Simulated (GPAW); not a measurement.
**Screening of a field by TiSi2As4 monolayer**

Wanted: the out-of-plane polarisability of TiSi2As4 monolayer.

Calculated with GPAW 26.7.0; GPAW, PAW setups; layer in a repeated cell with vacuum, relaxation of atoms and in-plane cell, in the first sound run; inputs show where later runs differ.

## Step 1: The starting structure

The cell holds 7 atoms: 4 As, 2 Si and 1 Ti. Its edges and angles: a = 3.630 Å, b = 3.630 Å, c = 23.095 Å, α = 90.0°, β = 90.0°, γ = 120.0°. Vacuum lies along c.

## Step 2: Relaxation

Forces are removed first; all later runs use this geometry.

File run.py:

```python
import json
import numpy as np
from ase import Atoms
from ase.filters import FrechetCellFilter
from ase.optimize import BFGS
from gpaw import GPAW, PW

slab = Atoms(
    ['As', 'Si', 'As', 'Ti', 'As', 'Si', 'As'],
    positions=[
        [0.00000, 0.00000, 7.00000],
        [-0.00000, 2.09578, 7.76197],
        [-0.00000, 2.09578, 9.99197],
        [0.00000, 0.00000, 11.54754],
        [-0.00000, 2.09578, 13.10311],
        [-0.00000, 2.09578, 15.33311],
        [0.00000, 0.00000, 16.09508]],
    cell=[[3.63, 0.0, 0.0], [-1.815, 3.14367, 0.0], [0.0, 0.0, 23.0951]],
    pbc=[True, True, True])

slab.calc = GPAW(mode=PW(600), xc='PBE', kpts={'size': (9, 9, 1), 'gamma': True},
                 occupations={'name': 'fermi-dirac', 'width': 0.05}, nbands='200%',
                 convergence={'density': 1e-05}, maxiter=200,
                 symmetry={'tolerance': 1e-3}, txt='slab.txt')
result = {}
# The in-plane cell is free; stress needs a cell that repeats along all three vectors
path = []
opt = BFGS(FrechetCellFilter(slab, mask=[1, 1, 0, 0, 0, 1]), maxstep=0.2)
opt.attach(lambda: path.append((slab.get_potential_energy(), slab.positions.tolist(), slab.get_forces().tolist())))
result['relaxed'] = bool(opt.run(fmax=0.02, steps=45))
result['path'] = path
result['cell'] = slab.cell.tolist()
print('in-plane lattice', slab.cell.cellpar().round(4)[[0, 1, 5]])
energy = slab.get_potential_energy()
fermi = slab.calc.get_fermi_level()
v = slab.calc.get_electrostatic_potential().mean((0, 1)) - fermi
n = slab.calc.get_pseudo_density().mean((0, 1))
L = slab.cell[2, 2]
z = np.arange(len(v)) * L / len(v)
low, high = slab.positions[:, 2].min(), slab.positions[:, 2].max()
below, above = np.interp([low - 4.8, high + 4.8], z, v)
slopes = [np.interp(x, z, np.gradient(v, z)) for x in (low - 4.8, high + 4.8)]
eps = np.array([[slab.calc.get_eigenvalues(k, s) for k in range(len(slab.calc.get_ibz_k_points()))]
                for s in range(slab.calc.get_number_of_spins())]) - fermi
top, bottom = eps[eps < 0].max(), eps[eps > 0].min()
dipole = slab.get_dipole_moment()[2]
print(f'energy {energy:.4f} eV, Fermi level {fermi:.4f} eV, dipole {dipole:.5f} e A')
print(f'potential 4.8 A off the faces, from the Fermi level: lower {below:.4f} eV, upper {above:.4f} eV')
print(f'slope of the potential there: lower {slopes[0]:.5f}, upper {slopes[1]:.5f} eV/A')
print(f'nearest levels on the mesh: {top:.4f} and {bottom:.4f} eV')
print('magnetic moment', round(slab.get_magnetic_moment(), 3))
result.update(energy=energy, fermi=fermi, dipole=dipole, below=below, above=above, slopes=slopes, edges=[top, bottom],
              z=z.tolist(), v=v.tolist(), n=n.tolist(), positions=slab.positions.tolist(),
              forces=slab.get_forces(apply_constraint=False).tolist(), moments=slab.get_magnetic_moments().tolist())
json.dump(result, open('result.json', 'w'))
```

Started as:

```bash
$ OMP_NUM_THREADS=1 OPENBLAS_NUM_THREADS=1 python run.py
```

What it wrote:

```text
Step          Energy          fmax
BFGS:    0      -36.012372        3.438909
BFGS:    1      -36.550142        2.867963
BFGS:    2      -37.457537        1.017306
BFGS:    3      -37.487027        0.679571
BFGS:    4      -37.540326        0.500894
BFGS:    5      -37.588815        0.517918
BFGS:    6      -37.626573        0.402835
BFGS:    7      -37.640903        0.282844
BFGS:    8      -37.646010        0.134423
BFGS:    9      -37.647755        0.127678
BFGS:   10      -37.648616        0.117159
BFGS:   11      -37.649944        0.101112
BFGS:   12      -37.652020        0.135734
BFGS:   13      -37.654126        0.109790
BFGS:   14      -37.655023        0.044691
BFGS:   15      -37.655256        0.006857
in-plane lattice [  3.7082   3.7082 120.    ]
energy -37.6510 eV, Fermi level 0.7947 eV, dipole -0.00055 e A
potential 4.8 A off the faces, from the Fermi level: lower 5.0588 eV, upper 5.0598 eV
slope of the potential there: lower -0.00046, upper -0.00009 eV/A
nearest levels on the mesh: -0.1457 and 0.0236 eV
magnetic moment 0.0
```

The job ended after 19 min (1 thread of INTEL XEON PLATINUM 8581C at 2.10GHz (Emerald Rapids), shared host; peak memory 0.53 GiB).

Numbers from this step:

| Quantity | Value |
| --- | --- |
| dipole along the normal | -5.51e-4 e·Å |
| levels nearest the Fermi level on the mesh | -0.1457, 0.02357 eV from the Fermi level |

The electrostatic potential energy of an electron (without an applied field's), less the Fermi level, planar mean oscillates, so the rows of the table below give means over windows of 1.71 Å about each position, cut where the curve ends. Its maxima inside the range that stand out by 2 % of the span (Å: eV): 7.2: -9.30, 8.9: 2.24, 10.8: -4.35, 12.3: -4.34, 14.2: 2.25, 15.9: -9.30. Its minima: 6.7: -13.8, 7.6: -10.9, 10.1: -12.1, 11.5: -12.0, 13.0: -12.1, 15.5: -10.9, 16.4: -13.8.

Electrostatic potential energy of an electron (without an applied field's), less the Fermi level, planar mean against z; means over each step:

| z (Å) | electrostatic potential energy of an electron (without an applied field's), less the Fermi level, planar mean (eV) |
| --- | --- |
| 0.85 | 5.06 |
| 2.56 | 5.06 |
| 4.28 | 4.92 |
| 5.98 | -3.79 |
| 7.70 | -7.63 |
| 9.41 | -3.34 |
| 11.12 | -8.14 |
| 12.82 | -7.18 |
| 14.54 | -1.72 |
| 16.25 | -10.1 |
| 17.96 | 3.49 |
| 19.66 | 5.05 |
| 21.38 | 5.06 |

Table of pseudo valence density, planar mean by z:

| z (Å) | pseudo valence density, planar mean (e/Å³) |
| --- | --- |
| 3.0 | 7.7e-5 |
| 3.5 | 3.2e-4 |
| 4.0 | 0.00128 |
| 4.5 | 0.00523 |
| 5.0 | 0.0212 |
| 5.5 | 0.0798 |
| 6.0 | 0.223 |
| 6.5 | 0.179 |
| 7.0 | 0.364 |
| 7.5 | 0.281 |
| 8.0 | 0.179 |
| 8.5 | 0.136 |
| 9.0 | 0.135 |
| 9.5 | 0.224 |
| 10.0 | 0.171 |
| 10.5 | 0.319 |
| 11.0 | 0.458 |
| 11.5 | 1.01 |
| 12.0 | 0.546 |
| 12.5 | 0.333 |
| 13.0 | 0.166 |
| 13.5 | 0.238 |
| 14.0 | 0.145 |
| 14.5 | 0.130 |
| 15.0 | 0.171 |
| 15.5 | 0.249 |
| 16.0 | 0.373 |
| 16.5 | 0.191 |
| 17.0 | 0.240 |
| 17.5 | 0.101 |
| 18.0 | 0.0275 |
| 18.5 | 0.00675 |
| 19.0 | 0.00164 |
| 19.5 | 4.0e-4 |
| 20.0 | 9.9e-5 |

The relaxation lowered the energy of the cell by 1.64 eV (energies extrapolated to zero smearing; the optimiser's log prints free energies). The largest force left on a free atom is 0.0069 eV/Å.

## Step 3: The slab's potential

With the geometry fixed, the planar mean of the potential gives the vacuum level on each side.

This step: GPAW, PAW setups; slab in vacuum (GPAW 26.7.0).

The cell differs from the one that the last finished run ended in (c 23.095 → 23.899 Å).

run.py: that of step 2 with these lines changed.

```diff
@@ -3,4 +3,2 @@
 from ase import Atoms
-from ase.filters import FrechetCellFilter
-from ase.optimize import BFGS
 from gpaw import GPAW, PW
@@ -10,25 +8,18 @@
     positions=[
-        [0.00000, 0.00000, 7.00000],
-        [-0.00000, 2.09578, 7.76197],
-        [-0.00000, 2.09578, 9.99197],
-        [0.00000, 0.00000, 11.54754],
-        [-0.00000, 2.09578, 13.10311],
-        [-0.00000, 2.09578, 15.33311],
-        [0.00000, 0.00000, 16.09508]],
-    cell=[[3.63, 0.0, 0.0], [-1.815, 3.14367, 0.0], [0.0, 0.0, 23.0951]],
-    pbc=[True, True, True])
+        [-0.00000, 0.00000, 7.00000],
+        [-0.00000, 2.14091, 8.09619],
+        [-0.00000, 2.14091, 10.46831],
+        [-0.00000, -0.00000, 11.94961],
+        [-0.00000, 2.14091, 13.43092],
+        [-0.00000, 2.14091, 15.80303],
+        [-0.00000, 0.00000, 16.89923]],
+    cell=[[3.70817, -0.0, 0.0], [-1.85408, 3.21137, 0.0], [0.0, 0.0, 23.8992]],
+    pbc=[True, True, False])
 
-slab.calc = GPAW(mode=PW(600), xc='PBE', kpts={'size': (9, 9, 1), 'gamma': True},
+slab.calc = GPAW(mode=PW(400), xc='PBE', kpts={'size': (9, 9, 1), 'gamma': True},
                  occupations={'name': 'fermi-dirac', 'width': 0.05}, nbands='200%',
                  convergence={'density': 1e-05}, maxiter=200,
+                 poissonsolver={'dipolelayer': 'xy'},
                  symmetry={'tolerance': 1e-3}, txt='slab.txt')
 result = {}
-# The in-plane cell is free; stress needs a cell that repeats along all three vectors
-path = []
-opt = BFGS(FrechetCellFilter(slab, mask=[1, 1, 0, 0, 0, 1]), maxstep=0.2)
-opt.attach(lambda: path.append((slab.get_potential_energy(), slab.positions.tolist(), slab.get_forces().tolist())))
-result['relaxed'] = bool(opt.run(fmax=0.02, steps=45))
-result['path'] = path
-result['cell'] = slab.cell.tolist()
-print('in-plane lattice', slab.cell.cellpar().round(4)[[0, 1, 5]])
 energy = slab.get_potential_energy()
```

What it wrote:

```text
energy -37.5887 eV, Fermi level 0.5996 eV, dipole 0.00041 e A
potential 4.8 A off the faces, from the Fermi level: lower 5.0621 eV, upper 5.0538 eV
slope of the potential there: lower -0.00016, upper 0.00016 eV/A
nearest levels on the mesh: -0.1466 and 0.0228 eV
magnetic moment 0.0
```

It took 55 s on 1 thread; peak memory 0.25 GiB.

This step gave:

| Property | Result |
| --- | --- |
| dipole along the normal | 4.11e-4 e·Å |
| levels nearest the Fermi level on the mesh | -0.1466, 0.02281 eV from the Fermi level |
| upper work function | 5.054 eV |
| lower work function | 5.062 eV |

The electrostatic potential energy of an electron (without an applied field's), less the Fermi level, planar mean oscillates, so the rows of the table below give means over windows of 1 Å about each position, cut where the curve ends. Its maxima inside the range that stand out by 2 % of the span (Å: eV): 7.6: -9.32, 9.3: 2.24, 11.2: -4.34, 12.7: -4.34, 14.6: 2.24, 16.3: -9.33. Its minima: 7.0: -13.9, 8.0: -10.9, 10.5: -12.1, 11.9: -12.1, 13.4: -12.1, 15.9: -10.9, 16.9: -13.9.

Table of electrostatic potential energy of an electron (without an applied field's), less the Fermi level, planar mean by z; means over each step:

| z (Å) | electrostatic potential energy of an electron (without an applied field's), less the Fermi level, planar mean (eV) |
| --- | --- |
| 0 | 5.06 |
| 1 | 5.06 |
| 2 | 5.06 |
| 3 | 5.06 |
| 4 | 5.05 |
| 5 | 4.85 |
| 6 | 1.72 |
| 7 | -10.9 |
| 8 | -9.37 |
| 9 | 0.156 |
| 10 | -4.86 |
| 11 | -7.07 |
| 12 | -9.52 |
| 13 | -7.64 |
| 14 | -3.48 |
| 15 | -0.667 |
| 16 | -9.78 |
| 17 | -10.2 |
| 18 | 2.50 |
| 19 | 4.89 |
| 20 | 5.04 |
| 21 | 5.05 |
| 22 | 5.05 |
| 23 | 5.05 |

The pseudo valence density, planar mean oscillates, so the rows of the table below give means over windows of 1 Å about each position, cut where the curve ends. Its maxima inside the range that stand out by 2 % of the span (Å: e/Å³): 6.6: 0.250, 7.5: 0.379, 10.0: 0.242, 11.9: 1.04, 13.9: 0.242, 16.4: 0.379, 17.3: 0.250. Its minima: 7.0: 0.189, 9.2: 0.124, 10.5: 0.160, 13.4: 0.160, 14.7: 0.124, 16.9: 0.189.

The pseudo valence density, planar mean by z; means over each step:

| z (Å) | pseudo valence density, planar mean (e/Å³) |
| --- | --- |
| 3 | 3.6e-5 |
| 4 | 5.7e-4 |
| 5 | 0.00968 |
| 6 | 0.117 |
| 7 | 0.252 |
| 8 | 0.263 |
| 9 | 0.141 |
| 10 | 0.197 |
| 11 | 0.332 |
| 12 | 0.784 |
| 13 | 0.303 |
| 14 | 0.193 |
| 15 | 0.144 |
| 16 | 0.280 |
| 17 | 0.241 |
| 18 | 0.0952 |
| 19 | 0.00739 |
| 20 | 4.4e-4 |
| 21 | 2.6e-5 |

The potential is flat to 1.6e-4 eV/Å where it is read, so the vacuum is wide enough.

## Step 4: In a field

A uniform field along the normal polarises the slab; the atoms stay fixed, so this is the electronic response alone.

run.py: that of step 3 with these lines changed.

```diff
@@ -4,2 +4,3 @@
 from gpaw import GPAW, PW
+from gpaw.external import ConstantElectricField
 
@@ -22,2 +23,3 @@
                  poissonsolver={'dipolelayer': 'xy'},
+                 external=ConstantElectricField(-0.2, [0, 0, 1]),
                  symmetry={'tolerance': 1e-3}, txt='slab.txt')
```

What it wrote:

```text
energy -37.6045 eV, Fermi level 0.5982 eV, dipole -0.15817 e A
potential 4.8 A off the faces, from the Fermi level: lower 3.8595 eV, upper 6.2629 eV
slope of the potential there: lower -0.00010, upper 0.00026 eV/A
nearest levels on the mesh: -0.1465 and 0.0230 eV
magnetic moment 0.0
```

The job ended after 3.2 min (1 thread; peak memory 0.43 GiB).

Numbers from this step:

- dipole along the normal: -0.1582 e·Å
- levels nearest the Fermi level on the mesh: -0.1465, 0.02295 eV from the Fermi level
- potential below the slab, the applied field's own ramp left out: 3.859 eV from the Fermi level
- potential above the slab, the applied field's own ramp left out: 6.263 eV from the Fermi level

Electrostatic potential energy of an electron (without an applied field's), less the Fermi level, planar mean against z:

| z (Å) | electrostatic potential energy of an electron (without an applied field's), less the Fermi level, planar mean (eV) |
| --- | --- |
| 0.0 | 5.06 |
| 0.5 | 3.86 |
| 1.0 | 3.86 |
| 1.5 | 3.86 |
| 2.0 | 3.86 |
| 2.5 | 3.86 |
| 3.0 | 3.86 |
| 3.5 | 3.86 |
| 4.0 | 3.85 |
| 4.5 | 3.83 |
| 5.0 | 3.72 |
| 5.5 | 3.26 |
| 6.0 | 1.40 |
| 6.5 | -5.23 |
| 7.0 | -14.6 |
| 7.5 | -10.6 |
| 8.0 | -11.6 |
| 8.5 | -5.93 |
| 9.0 | 0.574 |
| 9.5 | 1.32 |
| 10.0 | -4.75 |
| 10.5 | -12.2 |
| 11.0 | -5.65 |
| 11.5 | -6.83 |
| 12.0 | -11.8 |
| 12.5 | -5.37 |
| 13.0 | -6.58 |
| 13.5 | -11.3 |
| 14.0 | -2.07 |
| 14.5 | 2.63 |
| 15.0 | 0.901 |
| 15.5 | -6.38 |
| 16.0 | -9.70 |
| 16.5 | -9.72 |
| 17.0 | -11.8 |
| 17.5 | -1.14 |
| 18.0 | 4.26 |
| 18.5 | 5.75 |
| 19.0 | 6.13 |
| 19.5 | 6.23 |
| 20.0 | 6.25 |
| 20.5 | 6.26 |
| 21.0 | 6.26 |
| 21.5 | 6.26 |
| 22.0 | 6.26 |
| 22.5 | 6.26 |
| 23.0 | 6.26 |
| 23.5 | 6.21 |

The dipole is now -0.158 e Å, against 4.1e-4 in the run without a field.

## Step 5: Field on

run.py: that of step 4 with these lines changed.

```diff
@@ -23,3 +23,3 @@
                  poissonsolver={'dipolelayer': 'xy'},
-                 external=ConstantElectricField(-0.2, [0, 0, 1]),
+                 external=ConstantElectricField(-0.1, [0, 0, 1]),
                  symmetry={'tolerance': 1e-3}, txt='slab.txt')
```

What it wrote:

```text
energy -37.5927 eV, Fermi level 0.5993 eV, dipole -0.07908 e A
potential 4.8 A off the faces, from the Fermi level: lower 4.4580 eV, upper 5.6596 eV
slope of the potential there: lower -0.00013, upper 0.00021 eV/A
nearest levels on the mesh: -0.1466 and 0.0228 eV
magnetic moment 0.0
```

Elapsed: 3.3 min, on 1 thread; peak memory 0.43 GiB.

Numbers from this step:

```
dipole along the normal                                         : -0.07908 e·Å
levels nearest the Fermi level on the mesh                      : -0.1466, 0.02285 eV from the Fermi level
potential below the slab, the applied field's own ramp left out : 4.458 eV from the Fermi level
potential above the slab, the applied field's own ramp left out : 5.660 eV from the Fermi level
```

Table of electrostatic potential energy of an electron (without an applied field's), less the Fermi level, planar mean by z:

z (Å), electrostatic potential energy of an electron (without an applied field's), less the Fermi level, planar mean (eV) and a bar from the least value:
```
      0.0        5.1 #############################
      0.5        4.5 ############################
      1.0        4.5 ############################
      1.5        4.5 ############################
      2.0        4.5 ############################
      2.5        4.5 ############################
      3.0        4.5 ############################
      3.5        4.5 ############################
      4.0        4.4 ############################
      4.5        4.4 ############################
      5.0        4.3 ############################
      5.5        3.8 ###########################
      6.0        2.0 ########################
      6.5       -4.7 ##############
      7.0      -14.1 
      7.5      -10.1 ######
      8.0      -11.2 ####
      8.5       -5.6 #############
      9.0        0.9 #######################
      9.5        1.6 ########################
     10.0       -4.6 ##############
     10.5      -12.1 ###
     11.0       -5.6 #############
     11.5       -6.8 ###########
     12.0      -11.8 ###
     12.5       -5.4 #############
     13.0       -6.7 ###########
     13.5      -11.5 ####
     14.0       -2.3 ##################
     14.5        2.4 #########################
     15.0        0.6 ######################
     15.5       -6.7 ###########
     16.0      -10.1 ######
     16.5      -10.2 ######
     17.0      -12.3 ###
     17.5       -1.7 ###################
     18.0        3.7 ###########################
     18.5        5.2 #############################
     19.0        5.5 ##############################
     19.5        5.6 ##############################
     20.0        5.7 ##############################
     20.5        5.7 ##############################
     21.0        5.7 ##############################
     21.5        5.7 ##############################
     22.0        5.7 ##############################
     22.5        5.7 ##############################
     23.0        5.7 ##############################
     23.5        5.6 ##############################
```

The dipole is now -0.0791 e Å, against 4.1e-4 in the run without a field.

## Step 6: Field on

run.py: that of step 5 with these lines changed.

```diff
@@ -23,3 +23,3 @@
                  poissonsolver={'dipolelayer': 'xy'},
-                 external=ConstantElectricField(-0.1, [0, 0, 1]),
+                 external=ConstantElectricField(-0.05, [0, 0, 1]),
                  symmetry={'tolerance': 1e-3}, txt='slab.txt')
```

What it wrote:

```text
energy -37.5897 eV, Fermi level 0.5995 eV, dipole -0.03955 e A
potential 4.8 A off the faces, from the Fermi level: lower 4.7577 eV, upper 5.3587 eV
slope of the potential there: lower -0.00015, upper 0.00018 eV/A
nearest levels on the mesh: -0.1466 and 0.0228 eV
magnetic moment 0.0
```

Elapsed: 3.2 min, on 1 thread; peak memory 0.43 GiB.

Electrostatic potential energy of an electron (without an applied field's), less the Fermi level, planar mean against z:

z (Å), electrostatic potential energy of an electron (without an applied field's), less the Fermi level, planar mean (eV) and a bar from the least value:
```
      0.0        5.1 ##############################
      0.5        4.8 #############################
      1.0        4.8 #############################
      1.5        4.8 #############################
      2.0        4.8 #############################
      2.5        4.8 #############################
      3.0        4.8 #############################
      3.5        4.8 #############################
      4.0        4.7 #############################
      4.5        4.7 #############################
      5.0        4.6 #############################
      5.5        4.1 ############################
      6.0        2.2 #########################
      6.5       -4.5 ###############
      7.0      -13.9 
      7.5       -9.9 ######
      8.0      -11.0 ####
      8.5       -5.4 #############
      9.0        1.0 #######################
      9.5        1.7 ########################
     10.0       -4.5 ###############
     10.5      -12.0 ###
     11.0       -5.5 #############
     11.5       -6.8 ###########
     12.0      -11.8 ###
     12.5       -5.5 #############
     13.0       -6.7 ###########
     13.5      -11.5 ####
     14.0       -2.4 ##################
     14.5        2.3 #########################
     15.0        0.5 ######################
     15.5       -6.9 ###########
     16.0      -10.3 ######
     16.5      -10.4 #####
     17.0      -12.5 ##
     17.5       -1.9 ###################
     18.0        3.4 ###########################
     18.5        4.9 #############################
     19.0        5.2 ##############################
     19.5        5.3 ##############################
     20.0        5.4 ##############################
     20.5        5.4 ##############################
     21.0        5.4 ##############################
     21.5        5.4 ##############################
     22.0        5.4 ##############################
     22.5        5.4 ##############################
     23.0        5.4 ##############################
     23.5        5.3 ##############################
```

## Step 7: In a field

run.py: that of step 6 with these lines changed.

```diff
@@ -23,3 +23,3 @@
                  poissonsolver={'dipolelayer': 'xy'},
-                 external=ConstantElectricField(-0.05, [0, 0, 1]),
+                 external=ConstantElectricField(0.05, [0, 0, 1]),
                  symmetry={'tolerance': 1e-3}, txt='slab.txt')
```

What it wrote:

```text
energy -37.5897 eV, Fermi level 0.5995 eV, dipole 0.03955 e A
potential 4.8 A off the faces, from the Fermi level: lower 5.3587 eV, upper 4.7577 eV
slope of the potential there: lower -0.00018, upper 0.00015 eV/A
nearest levels on the mesh: -0.1466 and 0.0228 eV
magnetic moment 0.0
```

It took 3.2 min on 1 thread; peak memory 0.43 GiB.

[end of part 1 of 2]

[Logs are printed without paths, hosts, clocks, repeated set-up lines and the standing remarks that a program may print on its own settings, such as how far it seeks lower states.]

[Hosts, paths, dates, database ids (printed as entryN), source tags and the programs' standing remarks are cut or masked in the printed files.]
